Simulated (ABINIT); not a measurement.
**Be3N2 (R3m): G0W0 with ABINIT, start to end**

Aim: the G0W0 gap of Be3N2 (R3m) on LDA, step by step.

Calculated with ABINIT 10.8.3; LDA and many-body steps on it, plane waves.

## (1) Set-up

It takes space group R3m (No. 160, trigonal). The conventional cell has a = 2.840 Å, b = 2.840 Å, c = 14.599 Å, α = 90.00°, β = 90.00°, γ = 120.00°. Nearest to Be lie 3 N at 1.65 Å. Be has 4 N at 1.66 to 1.84 Å nearest. Be has 4 N at 1.68 to 1.78 Å nearest. N has 5 Be at 1.65 to 1.68 Å nearest. N has 6 Be at 1.78 to 1.84 Å nearest. Farther neighbours and most contacts between anions are not listed.

The cell and positions are those that the Materials Project relaxed with its own functionals (PBE, PBE+U or r2SCAN), kept fixed.

## (2) Ground state

This step: ABINIT 10.8.3; DFT, LDA, plane waves, norm-conserving pseudopotentials.

The ground-state density comes first.

File run.abi:

```
acell 3*1.0 Angstrom
rprim 
  1.419805055509 0.819724830995 4.866215662800
  -1.419805055509 0.819724830995 4.866215662800
  -0.000000000000 -1.639449661990 4.866215662800
ntypat 2
znucl 4 7
natom 5
typat 1 1 1 2 2
xred 
  0.859001080000 0.859001080000 0.859001080000
  0.317694560000 0.317694560000 0.317694560000
  0.088806770000 0.088806770000 0.088806770000
  0.204162680000 0.204162680000 0.204162680000
  0.708434910000 0.708434910000 0.708434910000
pp_dirpath "pseudos"
pseudos "Be.upf, N.upf"
ecut 38
ngkpt 8 8 8
nshiftk 1
shiftk 0 0 0
kptopt 1
chksymbreak 0
nband 17
occopt 1
tolvrs 1e-10
nstep 60
prtwf 0
optforces 0
optstress 0
indata_prefix "in"
outdata_prefix "out"
tmpdata_prefix "tmp"
```

The run is started by

```console
$ OMP_NUM_THREADS=1 mpirun -n 4 abinit run.abi > log
```

Numbers of over 12 decimals in the logs are rounded to 6 here.

What it wrote:

```text
.Version 10.8.3 of ABINIT. v10.8.2 released Aug 2026.

 Symmetries : space group R3 m (#160); Bravais hR (rhombohedral)
================================================================================
 Values of the parameters that define the memory need of the present run
     intxc =       0    ionmov =       0      iscf =       7    lmnmax =       4
     lnmax =       4     mgfft =      54  mpssoang =       2    mqgrid =    3001
     natom =       5  nloc_mem =       1    nspden =       1   nspinor =       1
    nsppol =       1      nsym =       6    n1xccc =    2501    ntypat =       2
    occopt =       1   xclevel =       1
-    mband =          17        mffmem =           1         mkmem =          17
       mpw =        2596          nfft =      157464          nkpt =          65
================================================================================
  Rough estimation (10% accuracy) of disk space for files :
================================================================================

--------------------------------------------------------------------------------
------------- Echo of variables that govern the present computation ------------
--------------------------------------------------------------------------------
 -outvars: echo values of preprocessed input variables --------
            acell      1.8897261259E+00  1.8897261259E+00  1.8897261259E+00 Bohr

      chksymbreak           0
             ecut      3.80000000E+01 Hartree
-          fftalg         312

              ixc       -1012
              kpt      0.00000000E+00  0.00000000E+00  0.00000000E+00
                       1.25000000E-01  0.00000000E+00  0.00000000E+00
                       2.50000000E-01  0.00000000E+00  0.00000000E+00
                       3.75000000E-01  0.00000000E+00  0.00000000E+00
                       5.00000000E-01  0.00000000E+00  0.00000000E+00
                       1.25000000E-01  1.25000000E-01  0.00000000E+00
                       2.50000000E-01  1.25000000E-01  0.00000000E+00
                       3.75000000E-01  1.25000000E-01  0.00000000E+00
                       5.00000000E-01  1.25000000E-01  0.00000000E+00
   [... 39 further rows ...]
                       5.00000000E-01  2.50000000E-01  2.50000000E-01
                      -3.75000000E-01  2.50000000E-01  2.50000000E-01
                       outvar_i_n : Printing only first  50 k-points.
         kptrlatt        8    0    0      0    8    0      0    0    8
          kptrlen      4.29286833E+01
P           mkmem          17
            natom           5
            nband          17
            ngfft          54      54      54
             nkpt          65
            nstep          60
             nsym           6
           ntypat           2
              occ      2.000000  2.000000  2.000000  2.000000  2.000000  2.000000
                       2.000000  2.000000  2.000000  2.000000  2.000000  0.000000
                       0.000000  0.000000  0.000000  0.000000  0.000000
        optforces           0
        optstress           0
            prtwf           0
            rprim      1.4198050555E+00  8.1972483100E-01  4.8662156628E+00
[...]
spgroup         160

           tolvrs      1.00000000E-10

             xred      8.5900108000E-01  8.5900108000E-01  8.5900108000E-01
[...]
znucl        4.00000    7.00000

================================================================================

 chkinp: Checking input parameters for consistency.

================================================================================
== DATASET  1 ==================================================================
-   mpi_nproc: 4, omp_nthreads: 1 (-1 if OMP is not activated)

--- !DatasetInfo
iteration_state: {dtset: 1, }
dimensions: {natom: 5, nkpt: 65, mband: 17, nsppol: 1, nspinor: 1, nspden: 1, mpw: 2596, }
cutoff_energies: {ecut:  38.0, pawecutdg:  -1.0, }
electrons: {nelect:   2.20000000E+01, charge:   0.00000000E+00, occopt:   1.00000000E+00, tsmear:   1.00000000E-02, }

 Real(R)+Recip(G) space primitive vectors, cartesian coordinates (Bohr,Bohr^-1):
 R(1)=  2.6830427  1.5490554  9.1958149  G(1)=  0.1863556  0.1075924  0.0362484
 R(2)= -2.6830427  1.5490554  9.1958149  G(2)= -0.1863556  0.1075924  0.0362484
 R(3)=  0.0000000 -3.0981109  9.1958149  G(3)=  0.0000000 -0.2151849  0.0362484
 Unit cell volume ucvol=  2.2931687E+02 bohr^3
 Angles (23,13,12)=  3.21025619E+01  3.21025619E+01  3.21025619E+01 degrees

 getcut: wavevector=  0.0000  0.0000  0.0000  ngfft=  54  54  54
         ecut(hartree)=     38.000   => boxcut(ratio)=   2.00551

--- Pseudopotential description ------------------------------------------------
- Be Generated using ONCVPSP code by D. R. Hamann
-  4.00000   4.00000  180309                  znucl, zion, pspdat
12 -1012 1 -1 1358                            pspcod,pspxc,lmax,lloc,mmax
     nproj     2     2
  pspatm : epsatm=    2.74190561
         --- l  ekb(1:nproj) -->
[...]
pspatm: atomic psp has been read  and splines computed

- N Generated using ONCVPSP code by D. R. Hamann
-  7.00000   5.00000  180309                  znucl, zion, pspdat
12 -1012 1 -1 1058                            pspcod,pspxc,lmax,lloc,mmax
     nproj     2     2
  pspatm : epsatm=    5.30777321
         --- l  ekb(1:nproj) -->
[...]
pspatm: atomic psp has been read  and splines computed

   4.14507792E+02                                ecore*ucvol(ha*bohr**3)
--------------------------------------------------------------------------------

_setup2: Arith. and geom. avg. npw (full set) are    2566.232    2566.209

================================================================================

--- !BeginCycle
iteration_state: {dtset: 1, }
solver: {iscf: 7, nstep: 60, nline: 4, wfoptalg: 0, }
tolerances: {tolvrs: 1.00E-10, }

     iter   Etot(hartree)      deltaE(h)  residm     vres2
 ETOT  1  -62.195170945052    -6.220E+01 1.351E-01 2.015E+03
 ETOT  2  -62.294036305139    -9.887E-02 4.524E-02 1.274E+03
 ETOT  3  -62.433235776998    -1.392E-01 1.184E-02 1.057E+01
 ETOT  4  -62.433920094443    -6.843E-04 2.724E-03 1.832E+00
 ETOT  5  -62.433982515680    -6.242E-05 1.833E-03 7.340E-02
 ETOT  6  -62.433988803816    -6.288E-06 1.445E-03 2.371E-02
 ETOT  7  -62.433989372925    -5.691E-07 2.548E-04 2.202E-04
 ETOT  8  -62.433989380447    -7.523E-09 5.422E-04 2.317E-06
 ETOT  9  -62.433989380532    -8.470E-11 7.266E-05 2.390E-08
 ETOT 10  -62.433989380533    -7.532E-13 1.734E-04 3.201E-10
 ETOT 11  -62.433989380533    -2.132E-14 2.224E-05 7.054E-12

 At SCF step   11       vres2   =  7.05E-12 < tolvrs=  1.00E-10 =>converged.

--- !ResultsGS
iteration_state: {dtset: 1, }
comment   : Summary of ground state results
lattice_vectors:
- [  2.6830427,   1.5490554,   9.1958149, ]
- [ -2.6830427,   1.5490554,   9.1958149, ]
- [ -0.0000000,  -3.0981109,   9.1958149, ]
lattice_lengths: [   9.70367,    9.70367,    9.70367, ]
lattice_angles: [ 32.103,  32.103,  32.103, ] # degrees, (23, 13, 12)
lattice_volume:   2.2931687E+02
convergence: {deltae: -2.132E-14, res2:  7.054E-12, residm:  2.224E-05, diffor:  0.000E+00, }
etotal    :  -6.24339894E+01
entropy   :   0.00000000E+00
fermie    :   2.18036431E-01
cartesian_stress_tensor: null
pressure_GPa: null
xred      :
- [  8.5900E-01,   8.5900E-01,   8.5900E-01, Be]
- [  3.1769E-01,   3.1769E-01,   3.1769E-01, Be]
- [  8.8807E-02,   8.8807E-02,   8.8807E-02, Be]
- [  2.0416E-01,   2.0416E-01,   2.0416E-01,  N]
- [  7.0843E-01,   7.0843E-01,   7.0843E-01,  N]
cartesian_forces: null
force_length_stats: {min: null, max: null, mean: null, }

 Integrated electronic density in atomic spheres:
 ------------------------------------------------
 Atom  Sphere_radius  Integrated_density
[...]
================================================================================

 ----iterations are completed or convergence reached----

 Mean square residual over all n,k,spin=   60.366E-09; max=  22.238E-06
 reduced coordinates (array xred) for    5 atoms
       0.859001080000      0.859001080000      0.859001080000
       0.317694560000      0.317694560000      0.317694560000
       0.088806770000      0.088806770000      0.088806770000
       0.204162680000      0.204162680000      0.204162680000
       0.708434910000      0.708434910000      0.708434910000
 rms dE/dt=  0.0000E+00; max dE/dt=  0.0000E+00; dE/dt below (all hartree)
    1       0.000000000000      0.000000000000      0.000000000000
    2       0.000000000000      0.000000000000      0.000000000000
    3       0.000000000000      0.000000000000      0.000000000000
    4       0.000000000000      0.000000000000      0.000000000000
    5       0.000000000000      0.000000000000      0.000000000000

 cartesian coordinates (angstrom) at end:
    1      0.000000    -0.000000    12.540254
    2      0.000000    -0.000000     4.637911
    3     -0.000000     0.000000     1.296459
    4     -0.000000     0.000000     2.980499
    5      0.000000     0.000000    10.342191
 length scales=  1.889726125908  1.889726125908  1.889726125908 bohr
              =  1.000000000000  1.000000000000  1.000000000000 angstroms
 prteigrs : about to open file out_EIG
 Fermi (or HOMO) energy (hartree) =   0.21804   Average Vxc (hartree)=  -0.44517
 Eigenvalues (hartree) for nkpt=  65  k points:
 kpt#   1, nband= 17, wtk=  0.00195, kpt=  0.0000  0.0000  0.0000 (reduced coord)
  -3.34903   -3.34347   -3.29904   -0.37822   -0.29671   -0.06072    0.17390    0.17390
   0.20138    0.21804    0.21804    0.44352    0.50542    0.51990    0.51990    0.61112
   0.64400
 prteigrs : prtvol=0 or 1, do not print more k-points.

--- !EnergyTerms
iteration_state     : {dtset: 1, }
comment             : Components of total free energy in Hartree
kinetic             :  4.05670707121431E+01
hartree             :  1.01646024838959E+01
xc                  : -1.32469206557528E+01
Ewald energy        : -3.69375603529763E+01
psp_core            :  1.80757649260508E+00
local_psp           : -3.75791148171095E+01
non_local_psp       : -2.72096432433385E+01
total_energy        : -6.24339893805329E+01
total_energy_eV     : -1.69891539991116E+03
band_energy         : -2.00982952726327E+01

== END DATASET(S) ==============================================================
================================================================================

 -outvars: echo values of variables after computation  --------
           etotal     -6.2433989381E+01
            nband          17
             nkpt          65
          spgroup         160
 [... the other variables as echoed above ...]

 Calculation completed.
```

The job ended after 59 s (4 MPI ranks of Arm Neoverse V1, shared host; peak memory 0.41 GiB).

Numbers from this step:

```yaml
total_energy: -1698.9154 eV
gap: 2.731 eV
k_of_the_valence_top: 0, 0, 0
k_of_the_conduction_bottom: 0.5, 0.5, 0
least_direct_gap: 3.792 eV
```

The gap is indirect, with the least direct gap 1.06 eV higher.

(Continued in part 2 of 3.)

[Paths, hosts, dates, memory and timing lines, banners, echoed tables and standing remarks are left out of the program output.]

[Logs are printed without paths, hosts, clocks, repeated set-up lines and the standing remarks that a program may print on its own settings, such as how far it seeks lower states.]

[Runs of the session that timed out or met a known fault of the program may be left out.]

[Hosts, paths, dates, database ids (printed as entryN), source tags and the programs' standing remarks are cut or masked in the printed files.]

[G0W0 gaps are taken among the corrected bands and points alone; a level outside them can change the order at an edge.]

[Where Ansatz stands beside ABINIT at settings called matched, ABINIT's density can come from a denser mesh and the files from another edition; pairs whose starting gaps differed by over 0.03 eV were left out, so agreement reads better than it is.]
